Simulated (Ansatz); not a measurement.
## AlN (F-43m): from the cell to its phonons

Aim: the vibrations of AlN (F-43m), their spectra, and whether the structure is stable.

Method: DFT LDA, scalar-relativistic, plane waves, PAW; PAW set soft_1, in Ansatz 0.2.0.

Report form: the programs' logs are mostly left out.

## 1. The starting structure

It takes space group F-43m (No. 216, cubic). The conventional cell has a = 4.368 Å, b = 4.368 Å, c = 4.368 Å, α = 90.00°, β = 90.00°, γ = 90.00°. Nearest to Al lie 4 N at 1.89 Å. N has 4 Al at 1.89 Å nearest. Farther neighbours and most contacts between anions are not listed.

As a file:

```cif
data_structure
_symmetry_space_group_name_H-M 'P 1'
_symmetry_Int_Tables_number 1
_cell_length_a 3.0886
_cell_length_b 3.0886
_cell_length_c 3.0886
_cell_angle_alpha 60.000
_cell_angle_beta 60.000
_cell_angle_gamma 60.000
_cell_volume 20.83
loop_
_atom_site_label
_atom_site_type_symbol
_atom_site_fract_x
_atom_site_fract_y
_atom_site_fract_z
_atom_site_occupancy
Al1 Al 0.00000 0.00000 0.00000 1
N2 N 0.75000 0.75000 0.75000 1
```

## 2. Relaxation

The cell and atoms are relaxed, since residual forces and stress would shift the frequencies.

input.yaml reads:

```yaml
crystal:
  lattice:
    - [0.0, 2.1839935596, 2.1839935596]
    - [2.1839935596, 0.0, 2.1839935596]
    - [2.1839935596, 2.1839935596, 0.0]
  atoms:
    - { symbol: Al, position: [0.0, 0.0, 0.0] }
    - { symbol: "N", position: [0.75, 0.75, 0.75] }
kpoints:
  mp_grid: { grid: [8, 8, 8] }
hamiltonian:
  xc: lda
  pseudopotentials: { kind: paw, azcp: { folder: soft_1 }, xc_functional: pbe }
scf:
  occupations: { method: gaussian, width: 0.02 }
output:
  forces: true
  stress: true
  eigenvalues: true
relax:
  adjacent_minimum: "off"
  f_tol: 0.005
  max_steps: 80
  cell: { stress_tol: 0.05 }
```

On the command line:

```bash
$ ansatz run input.yaml --threads 4 --pin off --max-ram 10240MiB --backend cpu --events-out ev --progress --plain --runs-dir out
```

It took 0.72 s on 4 threads of AMD EPYC 9R14 (Zen 4), shared host; peak memory 0.42 GiB; 2 s of CPU time.

Relaxation path:

```csv
step,energy less that of the first step (eV),largest force component (eV/Å),pressure (GPa),volume (Å³)
1,0.0000,0.0000,-3.63,20.83
2,-0.0036,0.0000,-1.83,20.65
3,-0.0050,0.0000,0.05,20.47
4*,-0.0042,0.0000,-0.03,20.47
```

Relaxation steps marked * repeat the geometry before them on a plane-wave basis chosen anew for their cell, so energy and pressure can jump there.

The run keeps the 24 symmetry operations that it works with, so distortions that break them were not tested.

```csv
"conventional cell, symmetrised",before,after,change
a (Å),4.368,4.342,-0.6 %
b (Å),4.368,4.342,-0.6 %
c (Å),4.368,4.342,-0.6 %
volume (Å³/atom),10.42,10.23,-1.8 %
```

Final coordinates:

```xyz
2
Lattice="0.0000 2.1711 2.1711 2.1711 0.0000 2.1711 2.1711 2.1711 0.0000" Properties=species:S:1:pos:R:3 pbc="T T T"
Al    0.0000    0.0000    0.0000
N     3.2567    3.2567    3.2567
```

This step gave:

```
pressure           : -0.02685 GPa
gap on the k-mesh  : 3.249 eV
volume per atom    : 10.23 Å³
direct gap on mesh : 4.386 eV
```

In this step the volume went from 10.42 to 10.23 Å³/atom.

## 3. Relaxing to small forces for the phonons

Phonons need a cell at rest on their own settings, so the relaxation is repeated with tight tolerances on forces and stress on the k mesh and occupations of the first response run.

input.yaml, the sections that differ from step 2:

```yaml
crystal:
  lattice:
    - [0.0, 2.1711328631, 2.1711328631]
    - [2.1711328631, 0.0, 2.1711328631]
    - [2.1711328631, 2.1711328631, 0.0]
  atoms:
    - { symbol: Al, position: [0.0, 0.0, 0.0] }
    - { symbol: "N", position: [0.75, 0.75, 0.75] }
scf:
  occupations: { method: fixed }
relax:
  adjacent_minimum: "off"
  f_tol: 0.001
  max_steps: 60
  cell: { stress_tol: 0.01 }
# kpoints, hamiltonian, output: as in step 2
```

It took 0.66 s on 4 threads; peak memory 0.41 GiB.

Little changed from the start: no atom moved by 0.005 Å and no cell edge by 0.1 %.

Numbers from this step:

```
pressure           : 0.001788 GPa
gap on the k-mesh  : 3.250 eV
direct gap on mesh : 4.387 eV
```

The forces vanish by symmetry and the pressure is 0.002 GPa, within the tolerances set. The cell now holds 10.23 Å³/atom.

## 4. Linear response at the zone centre

The zone centre comes first: it holds the modes that light can see, as far as symmetry allows. The response to a homogeneous field gives the Born charges and the dielectric tensor, and its change with displacement the Raman tensors.

input.yaml, the sections that differ from step 3:

```yaml
crystal:
  lattice:
    - [0.0, 2.1710348887, 2.1710348887]
    - [2.1710348887, 0.0, 2.1710348887]
    - [2.1710348887, 2.1710348887, 0.0]
  atoms:
    - { symbol: Al, position: [0.0, 0.0, 0.0] }
    - { symbol: "N", position: [0.75, 0.75, 0.75] }
output:
  eigenvalues: true
phonons:
  method: dfpt
  dielectric: true
  rigid_motions: translations
  raman: true
# kpoints, hamiltonian, scf: as in step 3
# relax: removed
```

Elapsed: 12 s, on 4 threads; peak memory 0.67 GiB.

Numbers from this step:

```
sum-rule residual before enforcement                    : 8.14e-5 eV/Å²
miss of the charge sum rule                             : 8.30e-4 e
estimated error of the dielectric tensor                : 0.01139
estimated error of the Born charges                     : 0.008841 e
point group                                             : -43m
highest optical mode at the zone centre (no LO-TO term) : 665.0 cm⁻¹
lowest optical zone-centre mode                         : 665.0 cm⁻¹
mean high-frequency dielectric constant                 : 4.539
largest Born charge (third of the trace)                : 2.544 e
mean static dielectric constant                         : 8.355
top of the zone-centre spectrum with the field          : 902.2 cm⁻¹
```

Without the LO-TO term. Patterns of degenerate modes are one choice out of their space. The modes at Γ (shares of kinetic energy by element, %):

```csv
mode,frequency (cm⁻¹),symmetry,Al %,N %
1,0.0,acoustic,66,34
2,0.0,acoustic,66,34
3,0.0,acoustic,66,34
4,665.0,T2,34,66
5,665.0,T2,34,66
6,665.0,T2,34,66
```

Displacements in mode 6 (665.0 cm⁻¹), the largest set to 1:
```
Al1  0.00 -0.52  0.00
N2   0.00  1.00  0.00
```

Optical modes at the zone centre, without and with the macroscopic field of the longitudinal modes; each column is sorted by frequency, so a row need not hold one and the same mode. Modes with and without the field, by row:

```csv
rank among optical modes,no field (cm⁻¹),"q along (1, 0, 0) (cm⁻¹)"
1,665,665
2,665,665
3,665,902.2
```

Born charge (rows field, columns displacement) (e), principal values of the symmetric part by kind of site:

```csv
atom,atoms with these values,low,middle,high,mean
Al1,1,2.54,2.54,2.54,2.54
N2,1,-2.54,-2.54,-2.54,-2.54
```

In full for N2:

```
-2.54  0.00  0.00
 0.00 -2.54  0.00
 0.00  0.00 -2.54
```

High-frequency dielectric tensor:

```
4.54 0.00 0.00
0.00 4.54 0.00
0.00 0.00 4.54
```

Static dielectric tensor (ions relaxed, fixed cell):

```
8.36 0.00 0.00
0.00 8.36 0.00
0.00 0.00 8.36
```

Transverse modes. Infrared lines, with heights relative to the strongest:

```csv
position (cm⁻¹),label,relative intensity
665,T2,100
```

Activity x (w_L - w)^4 (n + 1)/w, 532 nm, 300 K; modes without the macroscopic field alone. Lines of the Raman spectrum (strongest = 100):

```csv
position (cm⁻¹),label,relative intensity
665,T2,100
```

Static second-order susceptibility (pm/V), twice the coefficient d of second-harmonic generation. Second order susceptibility, by row:

```csv
field along,xx,yy,zz,yz,xz,xy
x,0,0,0,0.39,0,0
y,0,0,0,0,0.39,0
z,0,0,0,0,0,0.39
```

Before it was imposed, the acoustic sum rule was missed by 8.1e-5 eV/Å² and the charge sum rule by 8.3e-4 e. Small misses are needed for a sound result but don't prove that mesh and cutoff are converged. The lowest optical mode is real, 665 cm⁻¹.

## 5. The dispersion

Stability and thermal properties need the whole zone. Linear response on a 4×4×4 q mesh gives force constants as far as a supercell of that size would, and the tensors from the zone-centre run are typed in so that the long-range dipole term is interpolated apart.

input.yaml, the sections that differ from step 4:

```yaml
phonons:
  method: dfpt
  qmesh: [4, 4, 4]
  temperatures: { t_max: 1000, t_step: 50 }
  qpath:
    path:
      - [[0.0, 0.0, 0.0], [-0.5, -0.5, 0.0], [-0.375, -0.375, 0.25]]
      - [[-0.375, 0.0, 0.375], [0.0, 0.0, 0.0], [0.0, 0.0, 0.5], [-0.5, -0.25, 0.25], [-0.5, -0.5, 0.0]]
    npoints: 10
  non_analytic_term:
    high_frequency_dielectric_tensor: [[4.5394, 0.0, 0.0], [0.0, 4.5394, 0.0], [0.0, 0.0, 4.5394]]
    born_effective_charges:
      - { species: Al, tensor: [[2.544, 0.0, 0.0], [0.0, 2.544, 0.0], [0.0, 0.0, 2.544]] }
      - { species: "N", tensor: [[-2.544, 0.0, 0.0], [0.0, -2.544, 0.0], [0.0, 0.0, -2.544]] }
    source: "zone-centre run at this cell"
# crystal, kpoints, hamiltonian, scf, output: as in step 4
```

The job ended after 9.8 s (4 threads; peak memory 0.61 GiB).

This step gave:

| Item | Value |
| --- | --- |
| sum-rule residual before enforcement | 7.63e-5 eV/Å² |
| lowest frequency on the path | 0 cm⁻¹ |
| highest frequency on the path or at a solved wavevector | 902.2 cm⁻¹ |
| mean frequency | 527.3 cm⁻¹ |
| Debye temperature (second moment) | 1046 K |
| logarithmic mean frequency | 481.6 cm⁻¹ |
| lowest mode on the q mesh (acoustic modes at Γ apart) | 164.0 cm⁻¹ |
| zero-point energy per atom | 98.06 meV |
| heat capacity at 300 K | 15.03 J/(mol atoms K) |
| vibrational entropy at 300 K | 10.16 J/(mol atoms K) |
| edges of the widest gap between branches, on path and mesh | 591.1, 653.3 cm⁻¹ |

Frequencies (cm⁻¹) solved at each irreducible wavevector; negative means imaginary. Frequencies by wavevector, by row:

```csv
q in reciprocal lattice units,star,mode 1,mode 2,mode 3,mode 4,mode 5,mode 6
0 0 0,1,0,0,0,665,665,665
0 0 0.25,8,164,164,369.5,661,661,844.1
0 0 -0.5,4,226.6,226.6,583.5,655.6,655.6,733.7
0 0.25 0.25,6,247.3,247.3,351.5,669.1,669.1,845.9
0 0.25 -0.5,24,294.5,364.5,511.4,662.4,683.3,744.9
0 0.25 -0.25,12,240.1,363.2,459.5,653.5,689.7,770.5
0 -0.5 -0.5,3,337.9,337.9,591.1,669,669,719
0.25 -0.5 -0.25,6,373.1,419.2,511.8,661.5,673.8,725.3
```

Interpolated from a 4×4×4 q mesh, with the LO-TO term (at Γ the limit along the path; where Γ stands inside the path, tables give the limit on arrival). Phonon branches along the path, in cm⁻¹:

```csv
point,branch 1,branch 2,branch 3,branch 4,branch 5,branch 6
Γ,0,0,0,665,665,902
halfway,247,247,352,669,669,846
X,338,338,591,669,669,719
halfway,332,368,574,667,670,722
U,314,419,534,661,673,729
jump to K,314,419,534,661,673,729
halfway,184,289,386,657,680,818
Γ,0,0,0,665,665,902
halfway,164,164,370,661,661,844
L,227,227,584,656,656,734
halfway,289,353,536,659,681,731
W,373,419,512,662,674,725
halfway,355,371,559,665,672,723
X,338,338,591,669,669,719
```

Tetrahedra on a 24×24×24 mesh, mean over bins of 10 cm-1. Interpolated from a 4×4×4 q mesh. The phonon density of states by wavenumber; read off at these points:

```csv
wavenumber (cm⁻¹),phonon density of states (1/cm⁻¹/cell)
5,0
35,9.0e-5
65,3.4e-4
95,7.1e-4
125,0.00127
165,0.00236
195,0.00376
225,0.00729
255,0.00921
285,0.0103
315,0.0117
335,0.0128
345,0.0104
375,0.00695
405,0.00721
435,0.00235
475,0.00387
505,0.00849
515,0.0133
535,0.00665
565,0.0025
595,0
625,0
655,0.0367
665,0.0814
685,0.0277
715,5.0e-5
735,0.0248
745,0.0111
785,0.00488
815,0.00366
845,0.00268
875,0.00163
905,2.0e-5
```

The partial phonon density of states has structure finer than the step of the table below, so its rows give means over 50 cm⁻¹, whole bins alone (the curve runs from -10 to 937 cm⁻¹). Peaks (cm⁻¹: height): Al 317.6: 0.00961, 520.0: 0.0105, 663.0: 0.0170; N 668.9: 0.0508, 734.4: 0.0174.

Phonopy on the run's constants, 21x21x21 mesh, Gaussian sigma 6.8 cm-1. Interpolated from a 4×4×4 q mesh. The partial phonon density of states by wavenumber; means over each step; values in 1/cm⁻¹/cell:

```csv
wavenumber (cm⁻¹),Al,N
50,1.5e-4,7.8e-5
100,5.4e-4,2.7e-4
150,0.00131,6.2e-4
200,0.00308,0.00135
250,0.00638,0.00249
300,0.00834,0.00270
350,0.00782,0.00206
400,0.00544,0.00130
450,0.00241,7.7e-4
500,0.00675,0.00100
550,0.00445,3.5e-4
600,3.0e-4,7.6e-6
650,0.00712,0.0212
700,0.00248,0.0108
750,0.00137,0.00967
800,0.00106,0.00322
850,7.8e-4,0.00173
900,2.0e-4,3.9e-4
```

Second derivatives of the energy by pair, one row for each kind of neighbour of each atom listed. Each entry sums the pair over the periodic images of the supercell that the q mesh stands for, and in a polar crystal it holds the long-range dipole part too. Force constants by pair, by row:

```csv
atom,neighbour,distance (Å),third of the trace (eV/Å²),along the pair's line (eV/Å²)
Al1,itself,0,21.79,–
Al1,N,1.88,-4.502,-8.779
Al1,Al,3.07,-0.263,-2.514
Al1,N,3.6,-0.0468,0.7094
Al1,Al,4.342,-0.0348,-0.4786
Al1,N,4.732,0.1364,0.6257
Al1,Al,5.318,-0.0985,-0.3702
Al1,N,5.641,0.0469,0.2017
Al1,N,5.641,0.0274,0.1906
N2,itself,0,21.24,–
N2,Al,1.88,-4.502,-8.779
N2,N,3.07,-0.2924,-1.831
N2,Al,3.6,-0.0468,0.7094
N2,N,4.342,0.0305,-0.2666
N2,Al,4.732,0.1364,0.6257
N2,N,5.318,-0.0528,-0.2848
N2,Al,5.641,0.0274,0.1906
N2,Al,5.641,0.0469,0.2017
```

Harmonic thermodynamic functions per atom, from the density of states. Interpolated from a 4×4×4 q mesh. Thermodynamic functions, by row:

```csv
T (K),F_vib (meV/atom),S (J/mol-atom/K),C_V (J/mol-atom/K)
0,98.06,0,0
50,98.05,0.132,0.431
100,97.78,1.087,2.894
200,94.71,5.155,9.652
300,86.78,10.16,15.03
400,73.72,14.98,18.35
500,55.9,19.31,20.34
600,33.87,23.14,21.59
700,8.1,26.53,22.4
800,-20.99,29.56,22.95
900,-53.07,32.28,23.35
1000,-87.83,34.76,23.64
```

Harmonic mean-square displacement, third of the trace. Interpolated from a 4×4×4 q mesh. Mean square displacements, by row:

```csv
T (K),Al1 U_eq (Å²),N2 U_eq (Å²)
0,0.00174,0.0023
100,0.0019,0.00244
300,0.00314,0.00349
600,0.0056,0.00576
```

Symmetry leaves 8 wavevectors to solve. The lowest mode among them, the acoustic zeros apart, lies at q = (0, 0, 0.25) and is real, 164 cm⁻¹.

## 6. Another isotope

An isotope changes the mass and not the force constants, so no new electronic calculation is needed; the shifts show which modes move this element.

The same force constants with the mass of N changed from 14.007 to 15.000 u (phonopy, no LO-TO term). Both lists are sorted by frequency; levels can cross, so a row need not hold one and the same mode. Modes under 3 cm⁻¹ are left out. Isotope shifts, by row:

```csv
q,rank,natural mass (cm⁻¹),changed mass (cm⁻¹)
0 0 0,4,665,650.4
0 0 0,5,665,650.4
0 0 0,6,665,650.4
0 0 0.25,1,164,162.1
0 0 0.25,2,164,162.1
0 0 0.25,3,369.5,365.6
0 0 0.25,4,661,645.9
0 0 0.25,5,661,645.9
0 0 0.25,6,844.1,824.5
0 0 -0.5,1,226.6,224.2
0 0 -0.5,2,226.6,224.2
0 0 -0.5,3,583.5,583.5
0 0 -0.5,4,655.6,640.2
0 0 -0.5,5,655.6,640.2
0 0 -0.5,6,733.7,709
0 0.25 0.25,1,247.3,245
0 0.25 0.25,2,247.3,245
0 0.25 0.25,3,351.5,347.6
0 0.25 0.25,4,669.1,652.8
0 0.25 0.25,5,669.1,652.8
0 0.25 0.25,6,845.9,826.6
```

A mode of this element alone would shift by -3.37 %. The highest zone-centre frequency without the field goes from 665.0 to 650.4 cm⁻¹ (-2.2 %). The product of the frequency ratios over all optical modes at Γ is 0.935; the product rule, (m/m′)^(3k/2) (M′/M)^(3/2) with k = 1 such atoms and M the mass of the cell, gives 0.935.

## 7. Summary of results

| Quantity | Value |
| --- | --- |
| space group after relaxation (within 0.01 Å) | F-43m |
| volume per atom | 10.2 Å³ |
| gap on the k-mesh | 3.25 eV |
| highest optical mode at the zone centre (no LO-TO term) | 665 cm⁻¹ |
| top of the zone-centre spectrum with the field | 902 cm⁻¹ |
| lowest optical zone-centre mode | 665 cm⁻¹ |
| mean high-frequency dielectric constant | 4.54 |
| mean static dielectric constant | 8.36 |
| largest Born charge (third of the trace) | 2.54 e |
| lowest mode on the q mesh (acoustic modes at Γ apart) | 164 cm⁻¹ |
| highest frequency on the path or at a solved wavevector | 902 cm⁻¹ |
| zero-point energy per atom | 98.1 meV |
| heat capacity at 300 K | 15.0 J/(mol atoms K) |
| vibrational entropy at 300 K | 10.2 J/(mol atoms K) |
| Debye temperature (second moment) | 1046 K |
| imaginary modes on the 4×4×4 q mesh | none |

What this shows: The structure is a minimum as far as tested: no mode is imaginary at the 8 irreducible wavevectors of the 4×4×4 mesh, and the softest away from the acoustic zeros lies at 164 cm⁻¹. Without the field, the optical modes at Γ form one degenerate level at 665 cm⁻¹. The highest mode in this list at Γ, 665.0 cm⁻¹, has its largest share on N (66 % of the kinetic energy). With the macroscopic field of the longitudinal modes the top of the zone-centre spectrum lies at 902 cm⁻¹, against 665 cm⁻¹ without it. Lattice motion raises the mean dielectric constant from 4.539 to 8.355. The strongest infrared line is at 665 cm⁻¹. Averaged over orientations, the strongest Raman line at 532 nm and 300 K is at 665 cm⁻¹, among the modes without the field; their longitudinal partners can be Raman active too. On the path and the mesh, the widest gap between branches runs from 591 to 653 cm⁻¹. The program warns that the interpolation holds no quadrupole term, so branches close to Γ can be off in this crystal. The PAW files were made for PBE and serve the other functionals too. These are harmonic frequencies at zero temperature: anharmonic shifts, linewidths and thermal expansion are left out.

[Logs are printed without paths, hosts, clocks, repeated set-up lines and the standing remarks that a program may print on its own settings, such as how far it seeks lower states.]

[Hosts, paths, dates, database ids (printed as entryN), source tags and the programs' standing remarks are cut or masked in the printed files.]
